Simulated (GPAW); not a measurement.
# Work function of 1T-FeBrI monolayer at several levels

Aim: the work function of both faces of 1T-FeBrI monolayer, and its spread over functionals and bases.

Calculated with GPAW 26.7.0; GPAW, PAW setups; layer in a repeated cell with vacuum, relaxation of atoms and in-plane cell, in the first sound run; inputs show where later runs differ.

## 1. Set-up

The cell holds 3 atoms: 1 I, 1 Fe and 1 Br. Cell: a = 3.576 Å, b = 3.576 Å, c = 19.047 Å, α = 90.0°, β = 90.0°, γ = 120.0°. Vacuum lies along c.

## 2. Relaxation

Forces are removed first; all later runs use this geometry.

run.py

```python
import json
import numpy as np
from ase import Atoms
from ase.filters import FrechetCellFilter
from ase.optimize import BFGS
from gpaw import GPAW, PW

slab = Atoms(
    ['I', 'Fe', 'Br'],
    positions=[
        [1.78796, 1.03228, 8.00000],
        [0.00000, 0.00000, 9.68360],
        [-0.00000, 2.06455, 11.04679]],
    cell=[[3.57591, 0.0, 0.0], [-1.78796, 3.09683, 0.0], [0.0, 0.0, 19.0468]],
    pbc=[True, True, True],
    magmoms=[0.0, 4.0, 0.0])

slab.calc = GPAW(mode=PW(600), xc='PBE', kpts={'size': (9, 9, 1), 'gamma': True},
                 occupations={'name': 'fermi-dirac', 'width': 0.05}, nbands='160%',
                 convergence={'density': 1e-05}, maxiter=200,
                 symmetry={'tolerance': 1e-3}, txt='slab.txt')
result = {}
# The in-plane cell is free; stress needs a cell that repeats along all three vectors
path = []
opt = BFGS(FrechetCellFilter(slab, mask=[1, 1, 0, 0, 0, 1]), maxstep=0.2)
opt.attach(lambda: path.append((slab.get_potential_energy(), slab.positions.tolist(), slab.get_forces().tolist())))
result['relaxed'] = bool(opt.run(fmax=0.02, steps=45))
result['path'] = path
result['cell'] = slab.cell.tolist()
print('in-plane lattice', slab.cell.cellpar().round(4)[[0, 1, 5]])
energy = slab.get_potential_energy()
fermi = slab.calc.get_fermi_level()
v = slab.calc.get_electrostatic_potential().mean((0, 1)) - fermi
n = slab.calc.get_pseudo_density().mean((0, 1))
L = slab.cell[2, 2]
z = np.arange(len(v)) * L / len(v)
low, high = slab.positions[:, 2].min(), slab.positions[:, 2].max()
below, above = np.interp([low - 5.8, high + 5.8], z, v)
slopes = [np.interp(x, z, np.gradient(v, z)) for x in (low - 5.8, high + 5.8)]
eps = np.array([[slab.calc.get_eigenvalues(k, s) for k in range(len(slab.calc.get_ibz_k_points()))]
                for s in range(slab.calc.get_number_of_spins())]) - fermi
top, bottom = eps[eps < 0].max(), eps[eps > 0].min()
dipole = slab.get_dipole_moment()[2]
print(f'energy {energy:.4f} eV, Fermi level {fermi:.4f} eV, dipole {dipole:.5f} e A')
print(f'potential 5.8 A off the faces, from the Fermi level: lower {below:.4f} eV, upper {above:.4f} eV')
print(f'slope of the potential there: lower {slopes[0]:.5f}, upper {slopes[1]:.5f} eV/A')
print(f'nearest levels on the mesh: {top:.4f} and {bottom:.4f} eV')
print('magnetic moment', round(slab.get_magnetic_moment(), 3))
result.update(energy=energy, fermi=fermi, dipole=dipole, below=below, above=above, slopes=slopes, edges=[top, bottom],
              z=z.tolist(), v=v.tolist(), n=n.tolist(), positions=slab.positions.tolist(),
              forces=slab.get_forces(apply_constraint=False).tolist(), moments=slab.get_magnetic_moments().tolist())
json.dump(result, open('result.json', 'w'))
```

The run is started by

```bash
OMP_NUM_THREADS=1 OPENBLAS_NUM_THREADS=1 python run.py
```

Log:

```text
Step          Energy          fmax
BFGS:    0      -12.390288        1.835694
BFGS:    1      -12.522223        1.555887
BFGS:    2      -12.833942        0.400931
BFGS:    3      -12.846652        0.254164
BFGS:    4      -12.852064        0.305190
BFGS:    5      -12.861278        0.326980
BFGS:    6      -12.873851        0.271632
BFGS:    7      -12.883333        0.133934
BFGS:    8      -12.885948        0.036575
BFGS:    9      -12.886104        0.010055
in-plane lattice [  3.9018   3.9018 120.0001]
energy -12.8744 eV, Fermi level -1.8835 eV, dipole -0.03751 e A
potential 5.8 A off the faces, from the Fermi level: lower 4.9853 eV, upper 5.1028 eV
slope of the potential there: lower -0.02700, upper -0.02701 eV/A
nearest levels on the mesh: -0.0448 and 0.0029 eV
magnetic moment 4.0
```

Wall time 13 min (1 thread of Arm Neoverse V2, shared host); peak memory 0.69 GiB.

This step gave:

- dipole along the normal: -0.03751 e·Å
- levels nearest the Fermi level on the mesh: -0.04484, 0.002853 eV from the Fermi level
- site moments: 0.1465, 3.347, 0.1255 μB
- sum of the site moments: 3.619 μB

The electrostatic potential energy of an electron (without an applied field's), less the Fermi level, planar mean by z:

| z (Å) | electrostatic potential energy of an electron (without an applied field's), less the Fermi level, planar mean (eV) |
| --- | --- |
| 0.0 | 5.04 |
| 0.5 | 5.03 |
| 1.0 | 5.02 |
| 1.5 | 5.00 |
| 2.0 | 4.99 |
| 2.5 | 4.98 |
| 3.0 | 4.96 |
| 3.5 | 4.95 |
| 4.0 | 4.94 |
| 4.5 | 4.92 |
| 5.0 | 4.90 |
| 5.5 | 4.86 |
| 6.0 | 4.72 |
| 6.5 | 4.13 |
| 7.0 | 1.66 |
| 7.5 | -7.06 |
| 8.0 | -17.0 |
| 8.5 | -7.55 |
| 9.0 | -2.64 |
| 9.5 | -7.68 |
| 10.0 | -5.73 |
| 10.5 | -4.24 |
| 11.0 | -11.4 |
| 11.5 | -4.57 |
| 12.0 | 2.88 |
| 12.5 | 4.74 |
| 13.0 | 5.11 |
| 13.5 | 5.17 |
| 14.0 | 5.18 |
| 14.5 | 5.17 |
| 15.0 | 5.15 |
| 15.5 | 5.14 |
| 16.0 | 5.13 |
| 16.5 | 5.11 |
| 17.0 | 5.10 |
| 17.5 | 5.09 |
| 18.0 | 5.07 |
| 18.5 | 5.06 |

The pseudo valence density, planar mean oscillates, so the rows of the table below give means over windows of 1 Å about each position, cut where the curve ends. Its maxima inside the range that stand out by 2 % of the span (Å: e/Å³): 7.6: 0.282, 8.5: 0.333, 9.7: 0.647, 10.6: 0.354. Its minima: 7.9: 0.145, 9.0: 0.278, 10.2: 0.328.

The pseudo valence density, planar mean by z; means over each step:

z (Å), pseudo valence density, planar mean (e/Å³) and a bar:
```
        4      0.000 
        5      0.001 
        6      0.012 #
        7      0.151 ##########
        8      0.232 ###############
        9      0.344 #######################
       10      0.458 ##############################
       11      0.321 #####################
       12      0.142 #########
       13      0.008 #
       14      0.000 
       15      0.000
```

Site moment by atom:

| atom | site moment (μB) |
| --- | --- |
| I1 | 0.15 |
| Fe2 | 3.35 |
| Br3 | 0.13 |

The relaxation lowered the energy of the cell by 0.493 eV (energies extrapolated to zero smearing; the optimiser's log prints free energies). The largest force left on a free atom is 0.010 eV/Å.

## 3. The slab's potential

With the geometry fixed, the planar mean of the potential gives the vacuum level on each side.

This step: GPAW, PAW setups; slab in vacuum (GPAW 26.7.0).

The cell differs from the one that the last finished run ended in (c 19.047 → 19.096 Å).

Edit run.py of step 2 so:

```diff
@@ -3,4 +3,2 @@
 from ase import Atoms
-from ase.filters import FrechetCellFilter
-from ase.optimize import BFGS
 from gpaw import GPAW, PW
@@ -10,22 +8,15 @@
     positions=[
-        [1.78796, 1.03228, 8.00000],
-        [0.00000, 0.00000, 9.68360],
-        [-0.00000, 2.06455, 11.04679]],
-    cell=[[3.57591, 0.0, 0.0], [-1.78796, 3.09683, 0.0], [0.0, 0.0, 19.0468]],
-    pbc=[True, True, True],
+        [1.95089, 1.12635, 8.00000],
+        [0.00000, -0.00000, 9.67422],
+        [0.00000, 2.25268, 11.09562]],
+    cell=[[3.90176, 0.0, 0.0], [-1.95089, 3.37903, 0.0], [0.0, 0.0, 19.0956]],
+    pbc=[True, True, False],
     magmoms=[0.0, 4.0, 0.0])
 
-slab.calc = GPAW(mode=PW(600), xc='PBE', kpts={'size': (9, 9, 1), 'gamma': True},
+slab.calc = GPAW(mode=PW(400), xc='PBE', kpts={'size': (9, 9, 1), 'gamma': True},
                  occupations={'name': 'fermi-dirac', 'width': 0.05}, nbands='160%',
                  convergence={'density': 1e-05}, maxiter=200,
+                 poissonsolver={'dipolelayer': 'xy'},
                  symmetry={'tolerance': 1e-3}, txt='slab.txt')
 result = {}
-# The in-plane cell is free; stress needs a cell that repeats along all three vectors
-path = []
-opt = BFGS(FrechetCellFilter(slab, mask=[1, 1, 0, 0, 0, 1]), maxstep=0.2)
-opt.attach(lambda: path.append((slab.get_potential_energy(), slab.positions.tolist(), slab.get_forces().tolist())))
-result['relaxed'] = bool(opt.run(fmax=0.02, steps=45))
-result['path'] = path
-result['cell'] = slab.cell.tolist()
-print('in-plane lattice', slab.cell.cellpar().round(4)[[0, 1, 5]])
 energy = slab.get_potential_energy()
```

Log:

```text
energy -12.7554 eV, Fermi level -1.8916 eV, dipole -0.02773 e A
potential 5.8 A off the faces, from the Fermi level: lower 4.8559 eV, upper 5.2351 eV
slope of the potential there: lower -0.00002, upper 0.00002 eV/A
nearest levels on the mesh: -0.0450 and 0.0031 eV
magnetic moment 4.0
```

Wall time 45 s (1 thread); peak memory 0.25 GiB.

This step gave:

```
dipole along the normal                    : -0.02773 e·Å
levels nearest the Fermi level on the mesh : -0.04505, 0.003149 eV from the Fermi level
upper work function                        : 5.235 eV
lower work function                        : 4.856 eV
site moments                               : 0.1458, 3.345, 0.1254 μB
sum of the site moments                    : 3.617 μB
```

Electrostatic potential energy of an electron (without an applied field's), less the Fermi level, planar mean against z:

z (Å), electrostatic potential energy of an electron (without an applied field's), less the Fermi level, planar mean (eV) and a bar from the least value:
```
      0.0        5.0 ##############################
      0.5        4.9 #############################
      1.0        4.9 #############################
      1.5        4.9 #############################
      2.0        4.9 #############################
      2.5        4.9 #############################
      3.0        4.9 #############################
      3.5        4.9 #############################
      4.0        4.9 #############################
      4.5        4.9 #############################
      5.0        4.8 #############################
      5.5        4.8 #############################
      6.0        4.7 #############################
      6.5        4.1 #############################
      7.0        1.8 #########################
      7.5       -6.8 ##############
      8.0      -17.0 
      8.5       -7.8 ############
      9.0       -2.6 ###################
      9.5       -7.5 #############
     10.0       -5.9 ###############
     10.5       -4.1 #################
     11.0      -11.3 ########
     11.5       -4.9 ################
     12.0        2.8 ###########################
     12.5        4.7 #############################
     13.0        5.1 ##############################
     13.5        5.2 ##############################
     14.0        5.2 ##############################
     14.5        5.2 ##############################
     15.0        5.2 ##############################
     15.5        5.2 ##############################
     16.0        5.2 ##############################
     16.5        5.2 ##############################
     17.0        5.2 ##############################
     17.5        5.2 ##############################
     18.0        5.2 ##############################
     18.5        5.2 ##############################
```

The pseudo valence density, planar mean oscillates, so the rows of the table below give means over windows of 1 Å about each position, cut where the curve ends. Its maxima inside the range that stand out by 2 % of the span (Å: e/Å³): 7.4: 0.282, 8.5: 0.334, 9.8: 0.629, 10.6: 0.355. Its minima: 8.1: 0.153, 8.9: 0.282, 10.4: 0.333.

Pseudo valence density, planar mean against z; means over each step:

| z (Å) | pseudo valence density, planar mean (e/Å³) |
| --- | --- |
| 4 | 3.1e-5 |
| 5 | 5.9e-4 |
| 6 | 0.0119 |
| 7 | 0.147 |
| 8 | 0.232 |
| 9 | 0.344 |
| 10 | 0.458 |
| 11 | 0.321 |
| 12 | 0.146 |
| 13 | 0.00890 |
| 14 | 3.9e-4 |
| 15 | 1.7e-5 |

The potential is flat to 1.8e-5 eV/Å where it is read, so the vacuum is wide enough.

## 4. Self-consistent run: xc = "revPBE"

The same geometry under revPBE, to see how far the functional moves the levels against the vacuum.

Edit run.py of step 3 so:

```diff
@@ -15,3 +15,3 @@
 
-slab.calc = GPAW(mode=PW(400), xc='PBE', kpts={'size': (9, 9, 1), 'gamma': True},
+slab.calc = GPAW(mode=PW(400), xc='revPBE', kpts={'size': (9, 9, 1), 'gamma': True},
                  occupations={'name': 'fermi-dirac', 'width': 0.05}, nbands='160%',
```

Log:

```text
energy -12.0316 eV, Fermi level -1.7922 eV, dipole -0.02742 e A
potential 5.8 A off the faces, from the Fermi level: lower 4.7554 eV, upper 5.1305 eV
slope of the potential there: lower -0.00002, upper 0.00002 eV/A
nearest levels on the mesh: -0.0525 and 0.0082 eV
magnetic moment 4.0
```

It took 44 s on 1 thread; peak memory 0.25 GiB.

This step gave:

* dipole along the normal: -0.02742 e·Å
* levels nearest the Fermi level on the mesh: -0.05254, 0.008230 eV from the Fermi level
* upper work function: 5.131 eV
* lower work function: 4.755 eV
* site moments: 0.1437, 3.360, 0.1226 μB
* sum of the site moments: 3.626 μB

Electrostatic potential energy of an electron (without an applied field's), less the Fermi level, planar mean against z:

| z (Å) | electrostatic potential energy of an electron (without an applied field's), less the Fermi level, planar mean (eV) |
| --- | --- |
| 0 | 4.94 |
| 1 | 4.76 |
| 2 | 4.76 |
| 3 | 4.76 |
| 4 | 4.75 |
| 5 | 4.75 |
| 6 | 4.59 |
| 7 | 1.71 |
| 8 | -17.0 |
| 9 | -2.74 |
| 10 | -6.01 |
| 11 | -11.4 |
| 12 | 2.69 |
| 13 | 5.03 |
| 14 | 5.13 |
| 15 | 5.13 |
| 16 | 5.13 |
| 17 | 5.13 |
| 18 | 5.13 |

The pseudo valence density, planar mean oscillates, so the rows of the table below give means over windows of 1 Å about each position, cut where the curve ends. Its maxima inside the range that stand out by 2 % of the span (Å: e/Å³): 7.4: 0.282, 8.5: 0.334, 9.8: 0.629, 10.6: 0.355. Its minima: 8.1: 0.154, 8.9: 0.282, 10.4: 0.333.

Table of pseudo valence density, planar mean by z; means over each step:

z (Å), pseudo valence density, planar mean (e/Å³) and a bar:
```
        4      0.000 
        5      0.001 
        6      0.012 #
        7      0.147 ##########
        8      0.232 ###############
        9      0.343 ######################
       10      0.458 ##############################
       11      0.321 #####################
       12      0.146 ##########
       13      0.009 #
       14      0.000 
       15      0.000
```

Site moment by atom:

| atom | site moment (μB) |
| --- | --- |
| I1 | 0.14 |
| Fe2 | 3.36 |
| Br3 | 0.12 |

Force by atom:

| atom | x (eV/Å) | y (eV/Å) | z (eV/Å) | size |
| --- | --- | --- | --- | --- |
| I1 | 0.000 | 0.000 | -0.176 | 0.176 |
| Fe2 | 0.000 | 0.000 | 0.014 | 0.014 |
| Br3 | 0.000 | 0.000 | 0.162 | 0.162 |

The upper face's work function is 5.131 eV, against 5.235 eV in the first plane-wave PBE run at this geometry.

## 5. Self-consistent run: xc = "RPBE"

The same geometry under RPBE, to see how far the functional moves the levels against the vacuum.

Edit run.py of step 4 so:

```diff
@@ -15,3 +15,3 @@
 
-slab.calc = GPAW(mode=PW(400), xc='revPBE', kpts={'size': (9, 9, 1), 'gamma': True},
+slab.calc = GPAW(mode=PW(400), xc='RPBE', kpts={'size': (9, 9, 1), 'gamma': True},
                  occupations={'name': 'fermi-dirac', 'width': 0.05}, nbands='160%',
```

Log:

```text
energy -11.9592 eV, Fermi level -1.7823 eV, dipole -0.02762 e A
potential 5.8 A off the faces, from the Fermi level: lower 4.7538 eV, upper 5.1316 eV
slope of the potential there: lower -0.00002, upper 0.00002 eV/A
nearest levels on the mesh: -0.0546 and 0.0096 eV
magnetic moment 4.0
```

It took 44 s on 1 thread; peak memory 0.25 GiB.

Numbers from this step:

* dipole along the normal: -0.02762 e·Å
* levels nearest the Fermi level on the mesh: -0.05456, 0.009596 eV from the Fermi level
* upper work function: 5.132 eV
* lower work function: 4.754 eV
* site moments: 0.1434, 3.364, 0.1221 μB
* sum of the site moments: 3.629 μB

Electrostatic potential energy of an electron (without an applied field's), less the Fermi level, planar mean against z:

| z (Å) | electrostatic potential energy of an electron (without an applied field's), less the Fermi level, planar mean (eV) |
| --- | --- |
| 0.0 | 4.94 |
| 0.5 | 4.75 |
| 1.0 | 4.75 |
| 1.5 | 4.75 |
| 2.0 | 4.75 |
| 2.5 | 4.75 |
| 3.0 | 4.75 |
| 3.5 | 4.75 |
| 4.0 | 4.75 |
| 4.5 | 4.75 |
| 5.0 | 4.74 |
| 5.5 | 4.71 |
| 6.0 | 4.59 |
| 6.5 | 4.04 |
| 7.0 | 1.69 |
| 7.5 | -6.85 |
| 8.0 | -17.1 |
| 8.5 | -7.96 |
| 9.0 | -2.78 |
| 9.5 | -7.68 |
| 10.0 | -6.05 |
| 10.5 | -4.26 |
| 11.0 | -11.4 |
| 11.5 | -4.99 |
| 12.0 | 2.68 |
| 12.5 | 4.62 |
| 13.0 | 5.02 |
| 13.5 | 5.11 |
| 14.0 | 5.13 |
| 14.5 | 5.13 |
| 15.0 | 5.13 |
| 15.5 | 5.13 |
| 16.0 | 5.13 |
| 16.5 | 5.13 |
| 17.0 | 5.13 |
| 17.5 | 5.13 |
| 18.0 | 5.13 |
| 18.5 | 5.13 |

The upper face's work function is 5.132 eV, against 5.235 eV in the first plane-wave PBE run at this geometry.

## 6. OptPBE vdW: xc = "optPBE-vdW"

The same geometry under optPBE-vdW, to see how far the functional moves the levels against the vacuum (the van der Waals functionals take revPBE setups).

Edit run.py of step 5 so:

```diff
@@ -15,3 +15,3 @@
 
-slab.calc = GPAW(mode=PW(400), xc='RPBE', kpts={'size': (9, 9, 1), 'gamma': True},
+slab.calc = GPAW(mode=PW(400), xc='optPBE-vdW', kpts={'size': (9, 9, 1), 'gamma': True},
                  occupations={'name': 'fermi-dirac', 'width': 0.05}, nbands='160%',
```

Log:

```text
energy -49.0654 eV, Fermi level -2.1322 eV, dipole -0.02852 e A
potential 5.8 A off the faces, from the Fermi level: lower 5.1421 eV, upper 5.5322 eV
slope of the potential there: lower -0.00002, upper 0.00002 eV/A
nearest levels on the mesh: -0.0411 and 0.0029 eV
magnetic moment 4.0
```

Run time: 57 s. Hardware: 1 thread; peak memory 0.41 GiB.

Numbers from this step:

* dipole along the normal: -0.02852 e·Å
* levels nearest the Fermi level on the mesh: -0.04108, 0.002859 eV from the Fermi level
* upper work function: 5.532 eV
* lower work function: 5.142 eV
* site moments: 0.1513, 3.333, 0.1294 μB
* sum of the site moments: 3.614 μB

The electrostatic potential energy of an electron (without an applied field's), less the Fermi level, planar mean by z:

| z (Å) | electrostatic potential energy of an electron (without an applied field's), less the Fermi level, planar mean (eV) |
| --- | --- |
| 0.0 | 5.34 |
| 0.5 | 5.14 |
| 1.0 | 5.14 |
| 1.5 | 5.14 |
| 2.0 | 5.14 |
| 2.5 | 5.14 |
| 3.0 | 5.14 |
| 3.5 | 5.14 |
| 4.0 | 5.14 |
| 4.5 | 5.14 |
| 5.0 | 5.13 |
| 5.5 | 5.10 |
| 6.0 | 4.95 |
| 6.5 | 4.37 |
| 7.0 | 1.97 |
| 7.5 | -6.62 |
| 8.0 | -16.8 |
| 8.5 | -7.76 |
| 9.0 | -2.56 |
| 9.5 | -7.43 |
| 10.0 | -5.79 |
| 10.5 | -4.00 |
| 11.0 | -11.1 |
| 11.5 | -4.70 |
| 12.0 | 2.99 |
| 12.5 | 4.98 |
| 13.0 | 5.41 |
| 13.5 | 5.50 |
| 14.0 | 5.53 |
| 14.5 | 5.53 |
| 15.0 | 5.53 |
| 15.5 | 5.53 |
| 16.0 | 5.53 |
| 16.5 | 5.53 |
| 17.0 | 5.53 |
| 17.5 | 5.53 |
| 18.0 | 5.53 |
| 18.5 | 5.53 |

The upper face's work function is 5.532 eV, against 5.235 eV in the first plane-wave PBE run at this geometry.

## 7. Self-consistent run: xc = "vdW-DF2"

The same geometry under vdW-DF2, to see how far the functional moves the levels against the vacuum (the van der Waals functionals take revPBE setups).

Edit run.py of step 6 so:

```diff
@@ -15,3 +15,3 @@
 
-slab.calc = GPAW(mode=PW(400), xc='optPBE-vdW', kpts={'size': (9, 9, 1), 'gamma': True},
+slab.calc = GPAW(mode=PW(400), xc='vdW-DF2', kpts={'size': (9, 9, 1), 'gamma': True},
                  occupations={'name': 'fermi-dirac', 'width': 0.05}, nbands='160%',
```

Log:

```text
energy -235.3082 eV, Fermi level -2.3624 eV, dipole -0.03028 e A
potential 5.8 A off the faces, from the Fermi level: lower 5.4127 eV, upper 5.8271 eV
slope of the potential there: lower -0.00005, upper 0.00003 eV/A
nearest levels on the mesh: -0.0348 and 0.0004 eV
magnetic moment 3.996
```

It took 64 s on 1 thread; peak memory 0.41 GiB.

Numbers from this step:

| Quantity | Value |
| --- | --- |
| dipole along the normal | -0.03028 e·Å |
| levels nearest the Fermi level on the mesh | -0.03482, 3.82e-4 eV from the Fermi level |
| upper work function | 5.827 eV |
| lower work function | 5.413 eV |
| site moments | 0.1576, 3.290, 0.1358 μB |
| sum of the site moments | 3.584 μB |

The upper face's work function is 5.827 eV, against 5.235 eV in the first plane-wave PBE run at this geometry.

(Part 1 of 2 ends here.)

[Logs are printed without paths, hosts, clocks, repeated set-up lines and the standing remarks that a program may print on its own settings, such as how far it seeks lower states.]

[Hosts, paths, dates, database ids (printed as entryN), source tags and the programs' standing remarks are cut or masked in the printed files.]
